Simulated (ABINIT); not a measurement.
**NaF (Villiaumite): G0W0 in ABINIT against the k mesh**

Aim: move the k mesh of a G0W0 run on NaF (Villiaumite) over a wide range.

Calculated with ABINIT 10.8.3; PBEsol and many-body steps on it, plane waves.

## 1. Starting point

Symmetry: Fm-3m, No. 225, cubic system. The conventional cell has a = 4.640 Å, b = 4.640 Å, c = 4.640 Å, α = 90.00°, β = 90.00°, γ = 90.00°. Na has 6 F at 2.32 Å nearest. Nearest to F lie 6 Na at 2.32 Å. Farther neighbours and most contacts between anions are not listed.

The cell and positions come from the Crystallography Open Database and are kept as given unless a step says otherwise.

## 2. Empty states on the mesh, 4×4×4 mesh, 90 bands

This step: ABINIT 10.8.3; DFT, PBEsol, plane waves, norm-conserving pseudopotentials.

The sums over transitions need many empty states on a uniform mesh; this step solves for them.

run.abi reads:

```
acell 3*1.0 Angstrom
rprim 
  -0.000000000000 2.320000000000 2.320000000000
  2.320000000000 -0.000000000000 2.320000000000
  2.320000000000 2.320000000000 -0.000000000000
ntypat 2
znucl 11 9
natom 2
typat 1 2
xred 
  0.000000000000 0.000000000000 0.000000000000
  0.500000000000 0.500000000000 0.500000000000
pp_dirpath "pseudos"
pseudos "Na.upf, F.upf"
ecut 38
ngkpt 4 4 4
nshiftk 1
shiftk 0 0 0
kptopt 1
chksymbreak 0
irdden 1
istwfk *1
nband 90
prtvol 0
optdriver 6
gwr_task "HDIAGO"
paral_kgb 0
occopt 1
indata_prefix "in"
outdata_prefix "out"
tmpdata_prefix "tmp"
```

Launch:

```bash
$ OMP_NUM_THREADS=1 mpirun -n 4 abinit run.abi > log
```

Numbers of over 12 decimals in the logs are rounded to 6 here.

The log of the run:

```text
.Version 10.8.3 of ABINIT. v10.8.2 released Aug 2026.

 Symmetries : space group Fm -3 m (#225); Bravais cF (face-center cubic)
[... echo of the input left out ...]
== DATASET  1 ==================================================================
-   mpi_nproc: 4, omp_nthreads: 1 (-1 if OMP is not activated)

--- !DatasetInfo
iteration_state: {dtset: 1, }
dimensions: {natom: 2, nkpt: 8, mband: 90, nsppol: 1, nspinor: 1, nspden: 1, mpw: 1917, }
cutoff_energies: {ecut:  38.0, pawecutdg:  -1.0, }
[...]
Direct band gap semiconductor
 Fundamental gap:     6.180 (eV)
   VBM:    -1.485 (eV) at k: [ 0.0000E+00,  0.0000E+00,  0.0000E+00]
   CBM:     4.696 (eV) at k: [ 0.0000E+00,  0.0000E+00,  0.0000E+00]
 Direct gap:         6.180 (eV) at k: [ 0.0000E+00,  0.0000E+00,  0.0000E+00]

== END DATASET(S) ==============================================================
================================================================================

 -outvars: echo values of variables after computation  --------
           etotal      0.0000000000E+00
            nband          90
             nkpt           8
          spgroup         225
 [... the other variables as echoed above ...]

 Calculation completed.
```

Wall time 11 s (4 MPI ranks of Arm Neoverse V2, shared host); peak memory 1 GiB; 45 s of CPU time.

Numbers from this step:

* gap: 6.180 eV
* k of the valence top: 0, 0, 0
* k of the conduction bottom: 0, 0, 0
* least direct gap: 6.180 eV
* k points computed: 8
* lowest point of the top converged band, above the valence top: 116.0910 eV

On this mesh the gap is 6.180 eV.

The density comes from a self-consistent run that is not shown.

## 3. Empty states on the mesh, 2×2×2 mesh, 30 bands

run.abi, as its differences from that of step 2:

```diff
@@ -15,3 +15,3 @@
 ecut 38
-ngkpt 4 4 4
+ngkpt 2 2 2
 nshiftk 1
@@ -20,10 +20,10 @@
 chksymbreak 0
+iscf -2
 irdden 1
 istwfk *1
-nband 90
+nband 30
+nbdbuf 4
+tolwfr 1e-09
+nstep 60
 prtvol 0
-optdriver 6
-gwr_task "HDIAGO"
-paral_kgb 0
-occopt 1
 indata_prefix "in"
```

The log of the run:

```text
.Version 10.8.3 of ABINIT. v10.8.2 released Aug 2026.

 Symmetries : space group Fm -3 m (#225); Bravais cF (face-center cubic)
[... echo of the input left out ...]
== DATASET  1 ==================================================================
-   mpi_nproc: 4, omp_nthreads: 1 (-1 if OMP is not activated)
-    --> not optimal distribution: autoparal keyword recommended in input file <--

--- !DatasetInfo
iteration_state: {dtset: 1, }
dimensions: {natom: 2, nkpt: 3, mband: 30, nsppol: 1, nspinor: 1, nspden: 1, mpw: 1917, }
cutoff_energies: {ecut:  38.0, pawecutdg:  -1.0, }
[...]
0.17257    0.64004    0.64004    0.64004    0.73704    0.82696    0.82696    0.92422
   0.92422    0.92422    1.18189    1.18189    1.18189    1.37193    1.71396    1.71396
   1.71396    1.75774    1.86203    1.86212    1.88699    1.88699
 prteigrs : prtvol=0 or 1, do not print more k-points.

== END DATASET(S) ==============================================================
================================================================================

 -outvars: echo values of variables after computation  --------
            nband          30
             nkpt           3
          spgroup         225
 [... the other variables as echoed above ...]

 Calculation completed.
```

Elapsed: 2.1 s, on 4 MPI ranks; peak memory 0.07 GiB.

Numbers from this step:

```
gap                                                           : 6.181 eV
k of the valence top                                          : 0, 0, 0
k of the conduction bottom                                    : 0, 0, 0
least direct gap                                              : 6.181 eV
k points computed                                             : 3
lowest point of the top converged band, above the valence top : 44.04 eV
```

On this mesh the gap is 6.181 eV.

## 4. Empty states on the mesh, 6×6×6 mesh, 30 bands

run.abi, as its differences from that of step 3:

```diff
@@ -15,3 +15,3 @@
 ecut 38
-ngkpt 2 2 2
+ngkpt 6 6 6
 nshiftk 1
```

The log of the run:

```text
.Version 10.8.3 of ABINIT. v10.8.2 released Aug 2026.

 Symmetries : space group Fm -3 m (#225); Bravais cF (face-center cubic)
[... echo of the input left out ...]
== DATASET  1 ==================================================================
-   mpi_nproc: 4, omp_nthreads: 1 (-1 if OMP is not activated)

--- !DatasetInfo
iteration_state: {dtset: 1, }
dimensions: {natom: 2, nkpt: 16, mband: 30, nsppol: 1, nspinor: 1, nspden: 1, mpw: 1917, }
cutoff_energies: {ecut:  38.0, pawecutdg:  -1.0, }
[...]
0.17257    0.64004    0.64004    0.64004    0.73704    0.82696    0.82696    0.92422
   0.92422    0.92422    1.18189    1.18189    1.18189    1.37193    1.71396    1.71396
   1.71396    1.75774    1.86203    1.86212    1.88699    1.88699
 prteigrs : prtvol=0 or 1, do not print more k-points.

== END DATASET(S) ==============================================================
================================================================================

 -outvars: echo values of variables after computation  --------
            nband          30
             nkpt          16
          spgroup         225
 [... the other variables as echoed above ...]

 Calculation completed.
```

Wall time 3.7 s (4 MPI ranks); peak memory 0.25 GiB; 15 s of CPU time.

This step gave:

```yaml
gap: 6.181 eV
k_of_the_valence_top: 0, 0, 0
k_of_the_conduction_bottom: 0, 0, 0
least_direct_gap: 6.181 eV
k_points_computed: 16
lowest_point_of_the_top_converged_band_above_the_valence_top: 44.04 eV
```

On this mesh the gap is 6.181 eV.

## 5. Screening, 2×2×2 mesh, 26 bands, screening to 130.6 eV

The RPA dielectric matrix is built and inverted for each q.

This step: RPA screening on PBEsol, plane waves, norm-conserving pseudopotentials.

run.abi, as its differences from that of step 4:

```diff
@@ -15,3 +15,3 @@
 ecut 38
-ngkpt 6 6 6
+ngkpt 2 2 2
 nshiftk 1
@@ -20,10 +20,11 @@
 chksymbreak 0
-iscf -2
-irdden 1
 istwfk *1
-nband 30
-nbdbuf 4
-tolwfr 1e-09
-nstep 60
-prtvol 0
+occopt 1
+irdwfk 1
+optdriver 3
+nband 26
+ecuteps 4.8
+inclvkb 2
+awtr 1
+symchi 1
 indata_prefix "in"
```

The log of the run:

```text
.Version 10.8.3 of ABINIT. v10.8.2 released Aug 2026.

 Symmetries : space group Fm -3 m (#225); Bravais cF (face-center cubic)
[... echo of the input left out ...]
== DATASET  1 ==================================================================
-   mpi_nproc: 4, omp_nthreads: 1 (-1 if OMP is not activated)

--- !DatasetInfo
iteration_state: {dtset: 1, }
dimensions: {natom: 2, nkpt: 3, mband: 26, nsppol: 1, nspinor: 1, nspden: 1, mpw: 1917, }
cutoff_energies: {ecut:  38.0, pawecutdg:  -1.0, }
electrons: {nelect:   1.60000000E+01, charge:   0.00000000E+00, occopt:   1.00000000E+00, tsmear:   1.00000000E-02, }

 SCREENING: Calculation of the susceptibility and dielectric matrices

 Based on a program developped by R.W. Godby, V. Olevano, G. Onida, and L. Reining.
 Incorporated in ABINIT by V. Olevano, G.-M. Rignanese, and M. Torrent.
.Using double precision arithmetic ; gwpc =  8

[... cell and pseudopotentials left out ...]
--------------------------------------------------------------------------------

 ==== K-mesh for the wavefunctions ====
 Number of points in the irreducible wedge :     3
[... list of points left out ...]
 Together with 48 symmetry operations and time-reversal symmetry
 yields     8 points in the full Brillouin Zone.

 ==== Q-mesh for the screening function ====
 Number of points in the irreducible wedge :     3
[... list of points left out ...]
 Together with 48 symmetry operations and time-reversal symmetry
 yields     8 points in the full Brillouin Zone.

 setmesh: FFT mesh size selected  =    24x   24x   24
          total number of points  =        13824

 vcoul_init : cutoff-mode = AUXILIARY_FUNCTION
 q-points for optical limit:   1
     1)      0.000010    0.000020    0.000030

- screening: taking advantage of time-reversal symmetry
- Maximum band index for partially occupied states nbvw = 8
- Remaining bands to be divided among processors   nbcw = 18
- Number of bands treated by each node ~4

 Number of electrons calculated from density =   16.0000; Expected =   16.0000
 average of density, n =  0.094936
 r_s =    1.3599
 omega_plasma =   29.7215 [eV]

 calculating chi0 at frequencies [eV] :
  1    0.000000E+00    0.000000E+00
  2    0.000000E+00    2.972147E+01

--------------------------------------------------------------------------------
  q-point number  1        q = ( 0.000000, 0.000000, 0.000000) [r.l.u.]
--------------------------------------------------------------------------------
[... chi0 elements left out ...]
 For q-point:  0.000010 0.000020 0.000030
  dielectric constant =   2.0047
  dielectric constant without local fields =   2.0841

  Average fulfillment of the sum rule on Im[epsilon] for q-point    1 :     20.62  [%]
[... wings left out ...]
  q-point number  2        q = ( 0.500000, 0.000000, 0.000000) [r.l.u.]
--------------------------------------------------------------------------------
[... chi0 elements left out ...]
  Average fulfillment of the sum rule on Im[epsilon] for q-point    2 :     30.73  [%]

 [... 1 further q-points ...]
```

Run time: 1.7 s. Hardware: 4 MPI ranks; peak memory 0.08 GiB.

Numbers from this step:

```
ε∞ with local fields, on this mesh, along the program's q direction : 2.005
the same without local fields                                       : 2.084
plasma frequency                                                    : 29.72 eV
plane waves in the screening matrix                                 : 65
```

Local fields lower ε∞ by 4 %. On a Γ-centred mesh this coarse the value itself is usually too large, while a short band sum pulls it down.

## 6. 2×2×2

This step: G0W0 on PBEsol, plane waves, norm-conserving pseudopotentials.

run.abi, as its differences from that of step 5:

```diff
@@ -23,8 +23,15 @@
 irdwfk 1
-optdriver 3
+optdriver 4
 nband 26
+gwcalctyp 0
+ecutsigx 38
+symsigma 1
+nkptgw 1
+kptgw 
+  0.0000000000 0.0000000000 0.0000000000
+bdgw 
+  6 12
 ecuteps 4.8
-inclvkb 2
-awtr 1
-symchi 1
+irdscr 1
+ppmodel 1
 indata_prefix "in"
```

The log of the run:

```text
.Version 10.8.3 of ABINIT. v10.8.2 released Aug 2026.

 Symmetries : space group Fm -3 m (#225); Bravais cF (face-center cubic)
[... echo of the input left out ...]
== DATASET  1 ==================================================================
-   mpi_nproc: 4, omp_nthreads: 1 (-1 if OMP is not activated)

--- !DatasetInfo
iteration_state: {dtset: 1, }
dimensions: {natom: 2, nkpt: 3, mband: 26, nsppol: 1, nspinor: 1, nspden: 1, mpw: 1917, }
cutoff_energies: {ecut:  38.0, pawecutdg:  -1.0, }
electrons: {nelect:   1.60000000E+01, charge:   0.00000000E+00, occopt:   1.00000000E+00, tsmear:   1.00000000E-02, }

 SIGMA: Calculation of the GW corrections

 Based on a program developped by R.W. Godby, V. Olevano, G. Onida, and L. Reining.
 Incorporated in ABINIT by V. Olevano, G.-M. Rignanese, and M. Torrent.
.Using double precision arithmetic ; gwpc =  8

[... cell and pseudopotentials left out ...]
--------------------------------------------------------------------------------

 ==== K-mesh for the wavefunctions ====
 Number of points in the irreducible wedge :     3
[... list of points left out ...]
 Together with 48 symmetry operations and time-reversal symmetry
 yields     8 points in the full Brillouin Zone.

 ==== Q-mesh for screening function ====
 Number of points in the irreducible wedge :     3
[... list of points left out ...]
 Together with 48 symmetry operations and time-reversal symmetry
 yields     8 points in the full Brillouin Zone.

 vcoul_init : cutoff-mode = AUXILIARY_FUNCTION
 q-points for optical limit:   1
     1)      0.000010    0.000020    0.000030
 setmesh: FFT mesh size selected  =    36x   36x   36
          total number of points  =        46656

 Number of electrons calculated from density =   16.0000; Expected =   16.0000
 average of density, n =  0.094936
 r_s =    1.3599
 omega_plasma =   29.7215 [eV]

 === KS Band Gaps ===
  >>>> For spin  1
   Minimum direct gap =   6.1803 [eV], located at k-point      :   0.0000  0.0000  0.0000
   Fundamental gap    =   6.1803 [eV], Top of valence bands at :   0.0000  0.0000  0.0000
                                       Bottom of conduction at :   0.0000  0.0000  0.0000
 SIGMA fundamental parameters:
 PLASMON POLE MODEL  1
 number of plane-waves for SigmaX                 1917
 number of plane-waves for SigmaC and W             65
 number of plane-waves for wavefunctions          1917
 number of bands                                    26
 number of independent spin polarizations            1
 number of spinorial components                      1
 number of k-points in IBZ                           3
 number of q-points in IBZ                           3
 number of symmetry operations                      48
 number of k-points in BZ                            8
 number of q-points in BZ                            8
 number of frequencies for dSigma/dE                 9
 frequency step for dSigma/dE [eV]                0.25
 number of omega for Sigma on real axis              0
 max omega for Sigma on real axis  [eV]           0.00
 zcut for avoiding poles [eV]                     0.10

 EPSILON^-1 parameters (SCR file):
 dimension of the eps^-1 matrix on file             65
 dimension of the eps^-1 matrix used                65
 number of plane-waves for wavefunctions          1917
 number of bands                                    26
 number of q-points in IBZ                           3
 number of frequencies                               2
 number of real frequencies                          1
 number of imag frequencies                          1

 matrix elements of self-energy operator (all in [eV])

 Perturbative Calculation

--- !SelfEnergy_ee
iteration_state: {dtset: 1, }
kpoint     : [   0.000,    0.000,    0.000, ]
spin       : 1
KS_gap     :    6.180
QP_gap     :   10.209
Delta_QP_KS:    4.028
data: !SigmaeeData |
     Band     E0 <VxcDFT>   SigX SigC(E0)      Z dSigC/dE  Sig(E)    E-E0       E
        6  -1.485 -22.245 -29.391   4.678   0.826  -0.211 -24.284  -2.039  -3.523
        7  -1.485 -22.245 -29.391   4.678   0.826  -0.211 -24.284  -2.039  -3.523
        8  -1.485 -22.245 -29.391   4.678   0.826  -0.211 -24.284  -2.039  -3.523
        9   4.696  -9.521  -4.888  -2.421   0.900  -0.112  -7.531   1.990   6.685
       10  17.416  -7.278  -2.042  -2.673   0.901  -0.110  -4.969   2.309  19.725
       11  17.416  -7.278  -2.042  -2.673   0.901  -0.110  -4.969   2.309  19.725
       12  17.416  -7.278  -2.042  -2.673   0.901  -0.110  -4.969   2.309  19.725

== END DATASET(S) ==============================================================
================================================================================

 -outvars: echo values of variables after computation  --------
           etotal      0.0000000000E+00
            nband          26
             nkpt           3
          spgroup         225
 [... the other variables as echoed above ...]

 Calculation completed.
```

Wall time 1.7 s (4 MPI ranks); peak memory 0.1 GiB.

This step gave:

```
G0W0 gap on the points computed              : 10.21 eV
starting gap on the mesh                     : 6.181 eV
k of the valence top                         : 0, 0, 0
k of the conduction bottom                   : 0, 0, 0
Z at the valence top                         : 0.826
Z at the conduction bottom                   : 0.9
least direct G0W0 gap on the computed points : 10.21 eV
```

## 7. Screening, 4×4×4 mesh, 26 bands, screening to 130.6 eV

This step: RPA screening on PBEsol, plane waves, norm-conserving pseudopotentials.

run.abi, as its differences from that of step 6:

```diff
@@ -15,3 +15,3 @@
 ecut 38
-ngkpt 2 2 2
+ngkpt 4 4 4
 nshiftk 1
@@ -23,15 +23,8 @@
 irdwfk 1
-optdriver 4
+optdriver 3
 nband 26
-gwcalctyp 0
-ecutsigx 38
-symsigma 1
-nkptgw 1
-kptgw 
-  0.0000000000 0.0000000000 0.0000000000
-bdgw 
-  6 12
 ecuteps 4.8
-irdscr 1
-ppmodel 1
+inclvkb 2
+awtr 1
+symchi 1
 indata_prefix "in"
```

The log of the run:

```text
.Version 10.8.3 of ABINIT. v10.8.2 released Aug 2026.

 Symmetries : space group Fm -3 m (#225); Bravais cF (face-center cubic)
[... echo of the input left out ...]
== DATASET  1 ==================================================================
-   mpi_nproc: 4, omp_nthreads: 1 (-1 if OMP is not activated)

--- !DatasetInfo
iteration_state: {dtset: 1, }
dimensions: {natom: 2, nkpt: 8, mband: 26, nsppol: 1, nspinor: 1, nspden: 1, mpw: 1917, }
cutoff_energies: {ecut:  38.0, pawecutdg:  -1.0, }
electrons: {nelect:   1.60000000E+01, charge:   0.00000000E+00, occopt:   1.00000000E+00, tsmear:   1.00000000E-02, }

 SCREENING: Calculation of the susceptibility and dielectric matrices

 Based on a program developped by R.W. Godby, V. Olevano, G. Onida, and L. Reining.
 Incorporated in ABINIT by V. Olevano, G.-M. Rignanese, and M. Torrent.
.Using double precision arithmetic ; gwpc =  8

[... cell and pseudopotentials left out ...]
--------------------------------------------------------------------------------

 ==== K-mesh for the wavefunctions ====
 Number of points in the irreducible wedge :     8
[... list of points left out ...]
 Together with 48 symmetry operations and time-reversal symmetry
 yields    64 points in the full Brillouin Zone.

 ==== Q-mesh for the screening function ====
 Number of points in the irreducible wedge :     8
[... list of points left out ...]
 Together with 48 symmetry operations and time-reversal symmetry
 yields    64 points in the full Brillouin Zone.

 setmesh: FFT mesh size selected  =    24x   24x   24
          total number of points  =        13824

 vcoul_init : cutoff-mode = AUXILIARY_FUNCTION
 q-points for optical limit:   1
     1)      0.000010    0.000020    0.000030

- screening: taking advantage of time-reversal symmetry
- Maximum band index for partially occupied states nbvw = 8
- Remaining bands to be divided among processors   nbcw = 18
- Number of bands treated by each node ~4

 Number of electrons calculated from density =   16.0000; Expected =   16.0000
 average of density, n =  0.094936
 r_s =    1.3599
 omega_plasma =   29.7215 [eV]

 calculating chi0 at frequencies [eV] :
  1    0.000000E+00    0.000000E+00
  2    0.000000E+00    2.972147E+01

--------------------------------------------------------------------------------
  q-point number  1        q = ( 0.000000, 0.000000, 0.000000) [r.l.u.]
--------------------------------------------------------------------------------
[... chi0 elements left out ...]
 For q-point:  0.000010 0.000020 0.000030
  dielectric constant =   1.7966
  dielectric constant without local fields =   1.8673

  Average fulfillment of the sum rule on Im[epsilon] for q-point    1 :     21.34  [%]
[... wings left out ...]
  q-point number  2        q = ( 0.250000, 0.000000, 0.000000) [r.l.u.]
--------------------------------------------------------------------------------
[... chi0 elements left out ...]
  Average fulfillment of the sum rule on Im[epsilon] for q-point    2 :     37.57  [%]

 [... 6 further q-points ...]
```

Wall time 3 s (4 MPI ranks); peak memory 0.1 GiB.

Numbers from this step:

```
ε∞ with local fields, on this mesh, along the program's q direction : 1.797
the same without local fields                                       : 1.867
plasma frequency                                                    : 29.72 eV
plane waves in the screening matrix                                 : 65
```

(Part 1 of 2 ends here.)

[Paths, hosts, dates, memory and timing lines, banners, echoed tables and standing remarks are left out of the program output.]

[Logs are printed without paths, hosts, clocks, repeated set-up lines and the standing remarks that a program may print on its own settings, such as how far it seeks lower states.]

[Runs of the session that timed out or met a known fault of the program may be left out.]

[No measured gap is set beside runs whose start may be inverted or whose files or cutoffs have a known fault.]

[Hosts, paths, dates, database ids (printed as entryN), source tags and the programs' standing remarks are cut or masked in the printed files.]

[G0W0 gaps are taken among the corrected bands and points alone; a level outside them can change the order at an edge.]

[Where Ansatz stands beside ABINIT at settings called matched, ABINIT's density can come from a denser mesh and the files from another edition; pairs whose starting gaps differed by over 0.03 eV were left out, so agreement reads better than it is.]
